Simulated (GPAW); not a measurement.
A computed S K-edge spectrum of one site in a crystal of S and Zr, with its zero at a photon energy of about 2458.5 eV (raw 2475.4 eV, less 16.8 eV of added terms; LDA puts this hole about 9 eV below PBE, itself good to a few eV). Method: GPAW, LDA, excited-electron core hole (neutral cell) in a small cell, dipole transitions, broadening that rises with energy.

Energy from the lowest empty level; intensity scaled to a mean of 1 over the first 20 eV:

| E (eV) | intensity |
| --- | --- |
| -2.00 | 0.00 |
| -1.25 | 0.00 |
| -0.50 | 0.09 |
| 0.25 | 0.77 |
| 1.00 | 1.52 |
| 1.75 | 1.29 |
| 2.50 | 0.95 |
| 3.25 | 1.00 |
| 4.00 | 1.34 |
| 4.75 | 1.70 |
| 5.50 | 1.46 |
| 6.25 | 1.42 |
| 7.00 | 1.65 |
| 7.75 | 1.51 |
| 8.50 | 1.24 |
| 9.25 | 0.83 |
| 10.00 | 0.57 |
| 10.75 | 0.54 |
| 11.50 | 0.68 |
| 12.25 | 0.78 |
| 13.00 | 0.71 |
| 13.75 | 0.63 |
| 14.50 | 0.64 |
| 15.25 | 0.70 |
| 16.00 | 0.77 |
| 16.75 | 0.88 |
| 17.50 | 0.93 |
| 18.25 | 0.87 |
| 19.00 | 0.76 |
| 19.75 | 0.68 |
| 20.50 | 0.65 |
| 21.25 | 0.68 |
| 22.00 | 0.74 |
| 22.75 | 0.79 |
| 23.50 | 0.82 |
| 24.25 | 0.84 |
| 25.00 | 0.92 |
| 25.75 | 1.08 |
| 26.50 | 1.31 |
| 27.25 | 1.49 |
| 28.00 | 1.55 |
| 28.75 | 1.46 |
| 29.50 | 1.27 |
| 30.25 | 1.05 |
| 31.00 | 0.86 |
| 31.75 | 0.73 |

The database entry behind the starting cell differs from later determinations by our own check (an axis about 1.9 % long against later determinations), so it need not match the best structure at ambient conditions.

**Question.** Which coordination does this site have?

A K edge sees empty p states; the first features are S p mixed into the empty d states of the Zr neighbours, and the broad ones above probably into the cations' higher empty bands. It is atom 2 of ZrS (Fm-3m), with 6 Zr at 2.62 Å (octahedral, site symmetry m-3m). Its main maxima below 24 eV lie at 1.2 eV (1.57), 5.0 eV (1.75), 6.9 eV (1.65), 12.3 eV (0.78) and 17.5 eV (0.93). A near-edge spectrum doesn't fix the structure by itself; it is matched against candidates. The unit cell's mesh shows no gap over 0.35 eV. That is right for a metallic compound; for a small-gap or correlated insulator it would be the fault of the functional or of the assumed magnetic order, and the hole would be screened too well. The structure is a published determination, not relaxed.

[Hosts, paths, dates, database ids (printed as entryN), source tags and the programs' standing remarks are cut or masked in the printed files.]

[Lists of maxima count a maximum above −3 eV only where it reaches 4 % of the highest in the window and stands out from its surroundings by 2 % of it (1.5 % where it reaches 55 %); shoulders and weaker maxima are passed over, and of the rest the first, up to two pre-edge ones and the few strongest are named.]
